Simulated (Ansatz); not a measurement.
# Sn2SeO (built on the sites of a database entry of SnO): from the cell to its phonons, part 2 of 2

Wanted: phonon frequencies of Sn2SeO (built on the sites of a database entry of SnO) and what follows from them.

Ansatz 0.2.0; DFT PBEsol, scalar-relativistic, plane waves, PseudoDojo norm-conserving pseudopotentials.

So far. Step 4 (Tight relaxation): The largest force component left is 0.42 meV/Å and the pressure is 0.002 GPa, within the tolerances set. The cell now holds 22.50 Å³/atom. The relaxed cell has a = 4.437, c = 4.571 Å (conventional setting).

The structure was built from a prototype and need not be the compound's stable phase.

### 5. Zone-centre response

The zone centre is the only wavevector solved here; it holds the modes that light can see, as far as symmetry allows. No field response is asked, since the mesh shows no gap.

Input file input.yaml:

```yaml
crystal:
  lattice:
    - [4.4371263411, 0.0, 0.0]
    - [0.0, 4.4371263411, 0.0]
    - [0.0, 0.0, 4.5707359328]
  atoms:
    - { symbol: Sn, position: [0.5, 0.0, 0.2931417127] }
    - { symbol: Sn, position: [0.0, 0.5, 0.7068582873] }
    - { symbol: Se, position: [0.0, 0.0, 0.0] }
    - { symbol: O, position: [0.5, 0.5, 0.0] }
kpoints:
  mp_grid: { grid: [12, 12, 12] }
hamiltonian:
  xc: pbesol
  pseudopotentials: { kind: nc, accuracy: standard }
scf:
  occupations: { method: methfessel_paxton, width: 0.2 }
output:
  eigenvalues: true
phonons:
  method: dfpt
```

Run with:

```
ansatz run input.yaml --threads 8 --pin off --max-ram 14336MiB --backend cpu --events-out ev --progress --plain --runs-dir out
```

Numbers of over 12 decimals in the logs are rounded to 6 here.

What it wrote:

```text
zone centre: on kpoints.mp_grid the ground state, and the responses unless they are solved on pairs of k-points, stand on 343 of the mesh's 1728 k-points, reduced under 4 symmetry operations, with k and −k counted as one. Each operation leaves every solved displacement unchanged or reverses it
[...]
Crystal: 4 atoms, lattice volume = 89.989 Å³
Basis set: ecut = 1170.089609 eV, 8201 PW (Γ), exchange–correlation on 100×100×108 points (8 copies of the dense FFT grid, shifted against one another)
Bands: 30, of which v1, the nominal top of the filled ones, is band 25 counted from 1 (24 counted from 0)
Symmetry: 8 space group operations
k-points: 343 of 1728 (irreducible under 4 space group operations, time reversal used)
[...]
SCF iter   1: F=—  HF=-8024.973497 eV  |F-HF|=—  |Δ(HF+E_count)|=         —  Δρ=6.84e-2  dr2=4.64e0  ethr=3.10e-3  ⟨swp⟩=6.2  Hψ=42768  notcnv=0
[...]
SCF iter  14: F=-8024.123795 eV  HF=-8024.123795 eV  |F-HF|=5.46e-12  |Δ(HF+E_count)|=  9.09e-13  S|Δr|=    0.00e0  Δρ=3.68e-8  dr2=1.44e-12  ethr=1.00e-12  ⟨swp⟩=10.9  Hψ=55056  notcnv=0
SCF 1 converged in 14 iterations: F = -8024.123795 eV  dr2 = 1.44e-12
DFPT response loops at Γ: preconditioner auto → Kerker (q_TF=auto, 2.474 Å⁻¹) (partly filled bands, converged f_vac=0.000); β = 1.00, the filter's whole step (`scf.mixing.beta` (0.50) is not read by the response loops under this deck's `scf.mixing.preconditioner`; to damp them name `kerker` or `kerker_dos`, under which they read `scf.mixing.beta`, and type it under 1.00, their step now; both keys bind the ground state too); Broyden in place of MSR1
SCF converged after 14 iterations
[...]
Free energy (F): -8024.123795 eV
[...]
Internal energy: -8024.125102 eV  (E = F + TS)
E sigma→0 (E₀):  -8024.124122 eV
Entropy (-TS):   0.001307 eV (0.327 meV/atom)
Fermi energy:    8.963625 eV
[...]
--- Band table (eV; the first three rows and the last of 343) ---
  k-point 0: bands = [... 21 lower, 7.5481, 7.6499, 7.6499, 7.9562, 10.6728, 12.6659, 12.6659, 12.8289, ... 1 higher]
  k-point 1: bands = [... 21 lower, 7.5192, 7.6479, 7.6479, 8.0103, 10.6123, 12.2319, 12.2319, 12.6689, ... 1 higher]
  k-point 2: bands = [... 21 lower, 7.4426, 7.6406, 7.6406, 8.1685, 10.3944, 11.5771, 11.5771, 12.3292, ... 1 higher]
  k-point 342: bands = [... 21 lower, 5.8719, 5.8719, 8.4681, 8.4681, 11.2190, 12.2242, 13.9896, 15.1322, ... 1 higher]
--- Phonons (Γ-DFPT): 7 representative perturbations + reference, on 343 of 1728 k-points (Σ response iterations 29) ---
  k mesh reduced under 4 symmetry operations, with k and −k counted as one. Each operation leaves every solved displacement unchanged or reverses it
  ASR residual: 7.009e-5 → 0.000e0 eV/Å²; symmetrization residual: 2.798e-5 eV/Å²
  ASR residual per site (eV/Å²): 3.91e-5 3.91e-5 6.28e-5 7.01e-5
  Γ frequencies (cm⁻¹): -150.11 -150.11 0.00 0.00 0.00 136.74 140.38 140.38 164.66 202.01 224.83 224.83
  non-analytic LO–TO correction: not included (Born effective charges unavailable; polar crystals: no LO–TO splitting at Γ)
```

It took 6.5 min on 8 threads of Arm Neoverse V2, shared host; peak memory 9.7 GiB; 52 min of CPU time.

This step gave:

| Property | Result |
| --- | --- |
| sum-rule residual before enforcement | 7.01e-5 eV/Å² |
| point group | -42m |
| highest optical mode at the zone centre (no LO-TO term) | 224.8 cm⁻¹ |
| lowest optical zone-centre mode | -150.1 cm⁻¹ |

Patterns of degenerate modes are one choice out of their space. The modes at Γ (shares of kinetic energy by element, %) (negative means imaginary):

| mode | frequency (cm⁻¹) | symmetry | Sn % | Se % | O % |
| --- | --- | --- | --- | --- | --- |
| 1 | -150.1 | E | 56 | 9 | 35 |
| 2 | -150.1 | E | 56 | 9 | 35 |
| 3 | 0.0 | acoustic | 71 | 24 | 5 |
| 4 | 0.0 | acoustic | 71 | 24 | 5 |
| 5 | 0.0 | acoustic | 71 | 24 | 5 |
| 6 | 136.7 | A1 | 100 | 0 | 0 |
| 7 | 140.4 | E | 33 | 7 | 59 |
| 8 | 140.4 | E | 33 | 7 | 59 |
| 9 | 164.7 | B2 | 6 | 0 | 94 |
| 10 | 202.0 | B2 | 23 | 76 | 1 |
| 11 | 224.8 | E | 39 | 60 | 1 |
| 12 | 224.8 | E | 39 | 60 | 1 |

Displacements in mode 1 (-150.1 cm⁻¹), the largest set to 1:
```
Sn1  0.00  0.44  0.00
Sn2  0.00 -0.15  0.00
Se3  0.00 -0.23  0.00
O4   0.00 -1.00  0.00
```

Displacements in mode 12 (224.8 cm⁻¹), the largest set to 1:
```
Sn1  0.00  0.03  0.00
Sn2  0.00 -0.66  0.00
Se3  0.00  1.00  0.00
O4   0.00 -0.28  0.00
```

Before it was imposed, the acoustic sum rule was missed by 7.0e-5 eV/Å². Small misses are needed for a sound result but don't prove that mesh and cutoff are converged. The lowest optical mode is imaginary, 150.1i cm⁻¹, so the energy falls along it.

### 6. Isotope substitution, element O, natural mass 15.999 amu

An isotope changes the mass and not the force constants, so no new electronic calculation is needed; the shifts show which modes move this element.

The same force constants with the mass of O changed from 15.999 to 17.999 u (phonopy, no LO-TO term). Both lists are sorted by frequency; levels can cross, so a row need not hold one and the same mode. Modes under 3 cm⁻¹ are left out. Isotope shifts, by row:

| q | rank | natural mass (cm⁻¹) | changed mass (cm⁻¹) |
| --- | --- | --- | --- |
| 0 0 0 | 1 | -150.1 | -147.1 |
| 0 0 0 | 2 | -150.1 | -147.1 |
| 0 0 0 | 6 | 136.7 | 135.6 |
| 0 0 0 | 7 | 140.4 | 135.6 |
| 0 0 0 | 8 | 140.4 | 136.7 |
| 0 0 0 | 9 | 164.7 | 155.8 |
| 0 0 0 | 10 | 202 | 201.9 |
| 0 0 0 | 11 | 224.8 | 224.7 |
| 0 0 0 | 12 | 224.8 | 224.7 |

A mode of this element alone would shift by -5.72 %. The highest zone-centre frequency without the field goes from 224.8 to 224.7 cm⁻¹ (-0.1 %).

### 7. Another isotope, element Se, natural mass 78.971 amu

The same for Se, from 78.97 to 81.92 u.

A mode of this element alone would shift by -1.81 %. The highest zone-centre frequency without the field goes from 224.8 to 222.4 cm⁻¹ (-1.1 %).

### 8. Isotope substitution, element Sn, natural mass 118.71 amu

The same for Sn, from 118.71 to 123.91 u.

The same force constants with the mass of Sn changed from 118.710 to 123.905 u (phonopy, no LO-TO term). Both lists are sorted by frequency; levels can cross, so a row need not hold one and the same mode. Modes under 3 cm⁻¹ are left out. Isotope shifts, by row:

| q | rank | natural mass (cm⁻¹) | changed mass (cm⁻¹) |
| --- | --- | --- | --- |
| 0 0 0 | 1 | -150.1 | -148.3 |
| 0 0 0 | 2 | -150.1 | -148.3 |
| 0 0 0 | 6 | 136.7 | 133.8 |
| 0 0 0 | 7 | 140.4 | 139.4 |
| 0 0 0 | 8 | 140.4 | 139.4 |
| 0 0 0 | 9 | 164.7 | 164.5 |
| 0 0 0 | 10 | 202 | 201 |
| 0 0 0 | 11 | 224.8 | 223 |
| 0 0 0 | 12 | 224.8 | 223 |

A mode of this element alone would shift by -2.12 %. The highest zone-centre frequency without the field goes from 224.8 to 223.0 cm⁻¹ (-0.8 %).

### 9. Outcome

| Property | Result |
| --- | --- |
| space group after relaxation (within 0.01 Å) | P-4m2 |
| volume per atom | 22.5 Å³ |
| electronic character | no gap on this mesh |
| highest optical mode at the zone centre (no LO-TO term) | 225 cm⁻¹ |
| lowest optical zone-centre mode | -150 cm⁻¹ |
| imaginary modes at Γ (the only wavevector solved) | yes |

In words: A zone-centre mode is imaginary (150.1i cm⁻¹), so this structure is not a minimum of the energy. The optical modes at Γ span -150 to 225 cm⁻¹ (negative means imaginary). No dispersion was computed. With no gap, or one that is small against the smearing, the frequencies hang on the k mesh and the smearing, most of all near Kohn anomalies. A semilocal functional can close a gap that the real compound would have, so the metallic treatment may be an artefact of the level. Spin-orbit coupling is left out, which can matter for the heavy elements here. The starting cell was built on a prototype and not taken from a measurement, so the phase need not exist. These are harmonic frequencies at zero temperature: anharmonic shifts, linewidths and thermal expansion are left out.

[Logs are printed without paths, hosts, clocks, repeated set-up lines and the standing remarks that a program may print on its own settings, such as how far it seeks lower states.]

[Hosts, paths, dates, database ids (printed as entryN), source tags and the programs' standing remarks are cut or masked in the printed files.]
